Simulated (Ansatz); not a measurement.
**1T-TiO2 monolayer in a perpendicular field**

What dipole does a perpendicular field induce in the 1T-TiO2 monolayer, and does the gap follow? A positive field points along +c.

Main program and level: Ansatz 0.2.0; plane-wave DFT, PBE-D3(BJ), Ansatz PAW.

This is a report of a sequence of runs, with the program logs left out and the cost of each run kept.

## 1. The structure

The cell holds 3 atoms: 2 O and 1 Ti. Its edges and angles: a = 2.990 Å, b = 2.990 Å, c = 35.961 Å, α = 90.0°, β = 90.0°, γ = 120.0°. Vacuum lies along c.

## 2. Relaxation

The starting cell is a guess, so the in-plane lattice and the atoms are relaxed first, with the slab cut off from its images along the normal.

File input.yaml:

```yaml
crystal:
  lattice:
    - [2.99, 0.0, 0.0]
    - [-1.495, 2.5894159573, 0.0]
    - [0.0, 0.0, 35.9611921239]
  atoms:
    - { symbol: O, position: [0.6666666667, 0.3333333333, 0.4657798869] }
    - { symbol: Ti, position: [0.0, 0.0, 0.5] }
    - { symbol: O, position: [0.3333333333, 0.6666666667, 0.5342201131] }
  periodic: [true, true, false]
kpoints:
  mp_grid: { grid: [12, 12, 1] }
hamiltonian:
  xc: pbe
  dispersion: d3bj
scf:
  occupations: { method: fermi_dirac, width: 0.05 }
  convergence: { dr2_threshold: 1.0e-09 }
relax:
  f_tol: 0.004
  max_steps: 90
  cell: {}
output:
  write_potential: true
  write_density: true
  volumetric_format: npy
```

Launch:

```
$ ansatz run input.yaml --threads 2 --pin off --max-ram 3072MiB --backend cpu --events-out ev --progress --plain --runs-dir out
```

It took 19 s on 2 threads of Arm Neoverse V1, shared host; peak memory 0.5 GiB; 37 s of CPU time.

The steps of the relaxation:

```
step  energy less that of the first step (eV)  largest force component (eV/Å)  volume (Å³)
   1                                   0.0000                          4.1935       278.42
   2                                  -1.1010                          1.4003       280.28
   3                                  -1.2023                          0.5505       273.39
   4                                  -1.2176                          0.0534       276.34
   5                                  -1.2179                          0.0002       276.10
  6*                                  -1.2168                          0.0002       276.10
```

Relaxation steps marked * repeat the geometry before them on a plane-wave basis chosen anew for their cell, so energy and pressure can jump there.

Forces are held to the 12 operations that the program found; a distortion that breaks them can't arise in this run.

```
cell as run  before  after  change
      a (Å)   2.990  2.977  -0.4 %
      b (Å)   2.990  2.977  -0.4 %
```

The atoms that moved most (Å, along periodic axes as changes of fractional coordinates times the final cell, across vacuum about the mean position):

```
atom     dx     dy      dz  length
  O3  0.000  0.000  -0.262   0.262
  O1  0.000  0.000   0.262   0.262
```

Final coordinates:

```xyz
3
Lattice="2.9775 0.0000 0.0000 -1.4887 2.5786 0.0000 0.0000 0.0000 35.9612" Properties=species:S:1:pos:R:3
O     1.4887    0.8595   17.0118
Ti    0.0000    0.0000   17.9806
O     0.0000    1.7190   18.9494
```

Numbers from this step:

```
gap on the k-mesh : 2.762 eV
```

The lattice constant a goes from 2.990 to 2.977 Å.

## 3. Atoms held, field 0, start network

A sawtooth potential applies the field, turning back in the middle of the vacuum. With the dipole correction the typed value is the field outside the slab. The induced dipole is small, so the SCF threshold is tight.

The cell differs from the one that the last finished run ended in (c 35.961 → 19.938 Å).

File input.yaml:

```yaml
crystal:
  lattice:
    - [2.9774784755, 0.0, 0.0]
    - [-1.4887392378, 2.578571999, 0.0]
    - [0.0, 0.0, 19.937621802]
  atoms:
    - { symbol: O, position: [0.6666666667, 0.3333333333, 0.4514079006] }
    - { symbol: Ti, position: [0.0, 0.0, 0.5] }
    - { symbol: O, position: [0.3333333333, 0.6666666667, 0.5485920994] }
kpoints:
  mp_grid: { grid: [18, 18, 1] }
  band_path:
    path: [[0, 0, 0], [0.5, 0, 0], [0.33333333, 0.33333333, 0], [0, 0, 0]]
    npoints: 16
hamiltonian:
  xc: pbe
  dispersion: d3bj
scf:
  occupations: { method: fermi_dirac, width: 0.02585 }
  convergence: { dr2_threshold: 1.0e-10 }
efield:
  axis: 3
  dipole_correction: true
  ramp_position: 0.97
  ramp_width: 0.06
  amplitude: 0
output:
  dos: { projected: true, e_range: [-6, 5] }
  write_potential: true
  write_density: true
  volumetric_format: npy
  elf: true
```

The job ended after 10 s (2 threads; peak memory 0.4 GiB; 20 s of CPU time).

Read from the output:

```
gap on the k-mesh                  : 2.746 eV
dipole along the normal            : -8.22e-7 e·Å
gap along the path                 : 2.738 eV
smallest direct gap along the path : 2.910 eV
ionisation energy, upper face      : 8.313 eV
electron affinity, upper face      : 5.575 eV
gap, the smaller of path and mesh  : 2.738 eV
```

Running mean over a fixed 2.5 Å (it still follows the layers) of the planar mean; the ramp of the sawtooth is left out. The electron's electrostatic potential energy less the Fermi level by z:

```
z (Å)  electron's electrostatic potential energy less the Fermi level (eV)
  3.0                                                                 6.92
  3.5                                                                 6.92
  4.0                                                                 6.92
  4.5                                                                 6.92
  5.0                                                                 6.92
  5.5                                                                 6.92
  6.0                                                                 6.92
  6.5                                                                 6.89
  7.0                                                                 6.72
  7.5                                                                 5.57
  8.0                                                                 2.74
  8.5                                                               -0.930
  9.0                                                                -4.76
  9.5                                                                -8.20
 10.0                                                                -9.72
 10.5                                                                -7.83
 11.0                                                                -4.29
 11.5                                                               -0.458
 12.0                                                                 3.16
 12.5                                                                 5.81
 13.0                                                                 6.77
 13.5                                                                 6.90
 14.0                                                                 6.92
 14.5                                                                 6.92
 15.0                                                                 6.92
 15.5                                                                 6.92
 16.0                                                                 6.92
 16.5                                                                 6.92
 17.0                                                                 6.92
```

The density of states has structure finer than the step of the table below, so its rows give means over 0.25 eV. Peaks (eV: height): -5.120: 11.0, -4.590: 6.72, -3.110: 12.0, -1.450: 6.46, 1.660: 7.54, 2.410: 21.4, 2.490: 15.5.

Density of states against energy, zero at the Fermi level of the run, which the smearing sets inside the gap; means over each step:

energy (eV), density of states (states/eV a cell) and a bar:
```
    -5.75        1.0 ###
    -5.50        1.3 ####
    -5.25        3.1 #########
    -5.00        4.0 ############
    -4.75        4.2 ############
    -4.50        4.0 ############
    -4.25        2.4 #######
    -4.00        2.3 #######
    -3.75        1.8 #####
    -3.50        1.4 ####
    -3.25        4.5 #############
    -3.00        4.8 ##############
    -2.75        2.7 ########
    -2.50        1.7 #####
    -2.25        1.6 #####
    -2.00        2.8 ########
    -1.75        2.3 #######
    -1.50        3.1 #########
    -1.25        0.0 
    -1.00        0.0 
    -0.75        0.0 
    -0.50        0.0 
    -0.25        0.0 
     0.00        0.0 
     0.25        0.0 
     0.50        0.0 
     0.75        0.0 
     1.00        0.0 
     1.25        0.1 
     1.50        1.6 #####
     1.75        5.6 ################
     2.00        2.3 #######
     2.25        1.7 #####
     2.50       10.4 ##############################
     2.75        2.0 ######
     3.00        1.2 ###
```

Projected DOS per atom over height of the atomic layer and energy from the Fermi level. Layers: O Ti O from below.

Values in states/eV, 22 rows by 3 columns, each cell a mean:
```
0.07 0.34 0.07
0.38 2.97 0.38
0.27 3.67 0.27
0.33 3.52 0.33
0.06 1.21 0.06
0.00 0.00 0.00
0.00 0.00 0.00
0.00 0.00 0.00
0.00 0.00 0.00
0.00 0.00 0.00
0.00 0.00 0.00
1.22 0.04 1.22
1.21 0.11 1.21
0.68 0.17 0.68
1.39 0.45 1.39
1.65 0.75 1.65
0.62 0.24 0.62
0.92 0.49 0.92
1.38 1.03 1.38
1.35 1.18 1.35
0.70 0.63 0.70
0.23 0.24 0.23
```
Columns: height of the atomic layer (Å) from 9 to 10.9; rows upwards: energy from the Fermi level (eV) from -5.96 to 3.31.

The electronic bands at the labelled points (eV, zero at the Fermi level of the run, which the smearing sets inside the gap):

```
  point  band 9  band 10  band 11  band 12  band 13  band 14  band 15  band 16
      Γ   -5.01    -2.05    -1.56    -1.56     1.35     1.35     3.06     5.54
halfway   -4.39    -3.44    -2.38    -1.44     1.72     2.21     2.79     4.59
      M   -3.94    -3.11    -2.58    -2.05     1.58     2.40     2.48     5.02
halfway   -3.38    -3.34    -2.90    -2.15     1.66     2.48     2.55     5.01
      K   -4.16    -2.84    -2.84    -2.47     1.57     2.63     2.63     4.97
halfway   -4.24    -3.31    -2.89    -1.42     2.05     2.17     2.67     4.73
      Γ   -5.01    -2.05    -1.56    -1.56     1.35     1.35     3.06     5.54
```

ELF in the ca plane at fractional y = 0.000, with atoms of Ti within 0.2 Å of it. It is the smooth field of the valence electrons, not physical close to the nuclei.

Values, 5 rows by 16 columns, each cell a mean:
```
0.00 0.00 0.00 0.00 0.00 0.00 0.02 0.10 0.49 0.29 0.05 0.00 0.00 0.00 0.00 0.00
0.00 0.00 0.00 0.00 0.00 0.00 0.13 0.47 0.19 0.38 0.30 0.02 0.00 0.00 0.00 0.00
0.00 0.00 0.00 0.00 0.00 0.01 0.21 0.66 0.26 0.59 0.42 0.03 0.00 0.00 0.00 0.00
0.00 0.00 0.00 0.00 0.00 0.00 0.08 0.30 0.30 0.27 0.20 0.01 0.00 0.00 0.00 0.00
0.00 0.00 0.00 0.00 0.00 0.00 0.01 0.10 0.40 0.32 0.02 0.00 0.00 0.00 0.00 0.00
```
Columns run along c (16.0 Å, from fractional 0.07 to 0.88 of the cell), rows up along a (3.0 Å). Atoms in or near the plane, at fractional coordinates: Ti at (0.50, 0.00).

Valence density in the ca plane at fractional y = 0.000, with atoms of Ti within 0.2 Å of it. It is the smooth field of the valence electrons, not physical close to the nuclei.

Values in units of 1e0 e/Å³, 5 rows by 16 columns, each cell a mean:
```
0.0 0.0 0.0 0.0 0.0 0.0 0.0 0.2 5.0 1.4 0.0 0.0 0.0 0.0 0.0 0.0
0.0 0.0 0.0 0.0 0.0 0.0 0.0 0.3 0.5 0.4 0.1 0.0 0.0 0.0 0.0 0.0
0.0 0.0 0.0 0.0 0.0 0.0 0.0 0.4 0.3 0.5 0.1 0.0 0.0 0.0 0.0 0.0
0.0 0.0 0.0 0.0 0.0 0.0 0.0 0.2 1.2 0.5 0.1 0.0 0.0 0.0 0.0 0.0
0.0 0.0 0.0 0.0 0.0 0.0 0.0 0.2 6.8 1.9 0.0 0.0 0.0 0.0 0.0 0.0
```
Columns run along c (16.0 Å, from fractional 0.07 to 0.88 of the cell), rows up along a (3.0 Å). Atoms in or near the plane, at fractional coordinates: Ti at (0.50, 0.00).

Electrostatic potential energy in the ca plane at fractional y = 0.000, with atoms of Ti within 0.2 Å of it. With pseudopotentials it is smooth inside the atoms' cores, unlike the true potential.

Values in eV, 5 rows by 16 columns, each cell a mean:
```
  3   3   3   3   3   3   3  -7 -35 -20   1   3   3   3   3   3
  3   3   3   3   3   3   3  -1 -13  -6   2   3   3   3   3   3
  3   3   3   3   3   3   3   0  -4  -2   2   3   3   3   3   3
  3   3   3   3   3   3   3  -3 -22 -10   2   3   3   3   3   3
  3   3   3   3   3   3   2  -9 -37 -23   1   3   3   3   3   3
```
Columns run along c (16.0 Å, from fractional 0.07 to 0.88 of the cell; values clipped at the 3rd and 97th percentile), rows up along a (3.0 Å). Atoms in or near the plane, at fractional coordinates: Ti at (0.50, 0.00).

The gap is 2.74 eV, with the valence edge 8.31 eV and the conduction edge 5.57 eV under the upper vacuum level.

## 4. Atoms held, field 0.1 V/Å

Edit input.yaml of step 3 so:

```diff
@@ -23,7 +23,6 @@
   dipole_correction: true
-  ramp_position: 0.97
-  ramp_width: 0.06
-  amplitude: 0
+  ramp_position: 0.9177
+  ramp_width: 0.1645
+  amplitude: 0.1
 output:
-  dos: { projected: true, e_range: [-6, 5] }
   write_potential: true
@@ -31,2 +30 @@
   volumetric_format: npy
-  elf: true
```

Run time: 12 s. Hardware: 2 threads; peak memory 0.38 GiB.

The dipole is 0.0128 e·Å, and the gap 2.738 eV.

## 5. Single point, field -0.1 V/Å

Edit input.yaml of step 4 so:

```diff
@@ -25,3 +25,3 @@
   ramp_width: 0.1645
-  amplitude: 0.1
+  amplitude: -0.1
 output:
```

It took 12 s on 2 threads; peak memory 0.38 GiB; 23 s of CPU time.

The dipole is -0.0128 e·Å, and the gap 2.738 eV.

## 6. Response, atoms held

This step: plane-wave DFT, PBE-D3(BJ), Ansatz PAW; response to a field along the normal, atoms held (Ansatz 0.2.0).

The dipoles give the slope, and the difference of two potentials shows where the field is screened.

This step gave:

```
equivalent conductor thickness p/(ε₀AE) : 3.016 Å
distance between the outer atoms        : 1.938 Å
```

Table of dipole of the cell by applied field:

```
applied field (V/Å)  dipole of the cell (e·Å)
            -0.1000                   -0.0128
             0.0000                   -8.2e-7
             0.1000                    0.0128
```

Local field over the applied field, running mean. From the potentials at -0.1 and 0.1 V/Å; running mean over 2.5 Å. Local field over applied field against z:

```
z (Å)  local field over applied field
 4.14                           1.000
 4.58                           1.000
 4.87                           1.000
 5.32                           0.999
 5.76                           0.996
 6.20                           0.988
 6.50                           0.976
 6.94                           0.933
 7.38                           0.843
 7.83                           0.713
 8.12                           0.615
 8.57                           0.461
 9.01                           0.316
 9.30                           0.235
 9.75                           0.162
10.19                           0.162
10.63                           0.235
10.93                           0.316
11.37                           0.461
11.81                           0.615
12.11                           0.713
12.55                           0.843
13.00                           0.933
13.44                           0.976
13.73                           0.988
14.18                           0.996
14.62                           0.999
15.06                           1.000
15.36                           1.000
15.80                           1.000
```

Electrons, planar mean, per unit field. Table of induced electron density by z:

z (Å), induced electron density (e/Å³ per V/Å) and a bar from the least value:
```
     4.14    0.00000 ###############
     4.43    0.00000 ###############
     4.73    0.00000 ###############
     5.02    0.00000 ###############
     5.46    0.00001 ###############
     5.76    0.00001 ###############
     6.06    0.00003 ###############
     6.35    0.00006 ###############
     6.65    0.00014 ################
     6.94    0.00029 ################
     7.24    0.00058 #################
     7.53    0.00113 ###################
     7.98    0.00268 ##########################
     8.27    0.00381 ##############################
     8.57    0.00351 #############################
     8.86    0.00153 #####################
     9.16    0.00156 #####################
     9.45    0.00072 ##################
     9.75    0.00007 ###############
    10.19   -0.00007 ###############
    10.49   -0.00073 ############
    10.78   -0.00156 #########
    11.08   -0.00153 #########
    11.37   -0.00351 #
    11.67   -0.00381 
    11.96   -0.00268 ####
    12.41   -0.00113 ###########
    12.70   -0.00058 #############
    13.00   -0.00029 ##############
    13.29   -0.00014 ##############
    13.59   -0.00006 ###############
    13.88   -0.00003 ###############
    14.18   -0.00001 ###############
    14.47   -0.00001 ###############
    14.92    0.00000 ###############
    15.21    0.00000 ###############
    15.51    0.00000 ###############
    15.80    0.00000 ###############
```

The smaller of the gaps on the path and on the k-mesh, counted as 0 under 0.03 eV. The gap stays at 2.74 eV for applied field from -0.1 to 0.1 V/Å.

By hand: between -0.1 and 0.1 V/Å the dipole changes by 0.02559 e·Å, a slope of 0.1280 e·Å²/V. A perfect conductor of thickness t has p = ε₀AEt, so t = 180.95 × 0.1280 / 7.678 = 3.02 Å (e/ε₀ = 180.95 V·Å, A in Å²).

The induced dipole is that of a conductor 3.02 Å thick.

## 7. Results

- gap without field: 2.74 eV
- ionisation energy, upper face: 8.31 eV
- electron affinity, upper face: 5.57 eV
- equivalent conductor thickness, atoms held: 3.02 Å

The induced dipole equals that of a perfect conductor 3.02 Å thick, while the outer atoms lie 1.94 Å apart; an out-of-plane ε follows only once a thickness t is chosen, by 1 − 1/ε = 3.02 Å / t. The gap stays within 0.01 eV of 2.74 eV over the fields run, up to 0.1 V/Å in size. Semilocal functionals give gaps that are too small, and excitons are not included.

[Long decimals in the printed logs are rounded to 6 places.]

[Logs are printed without paths, hosts, clocks, repeated set-up lines and the standing remarks that a program may print on its own settings, such as how far it seeks lower states.]

[Hosts, paths, dates, database ids (printed as entryN), source tags and the programs' standing remarks are cut or masked in the printed files.]

[Maps of the electrostatic potential energy from Ansatz leave out the sawtooth potential of an applied field or a dipole correction, so their vacuum need not be flat; planar profiles and work functions include it.]

[The density of states shown here was stored with 400 of the rows of the run's finer table, so its peaks can read low, often by over a quarter, or be missed, and its means over a window can be off by a tenth or more.]
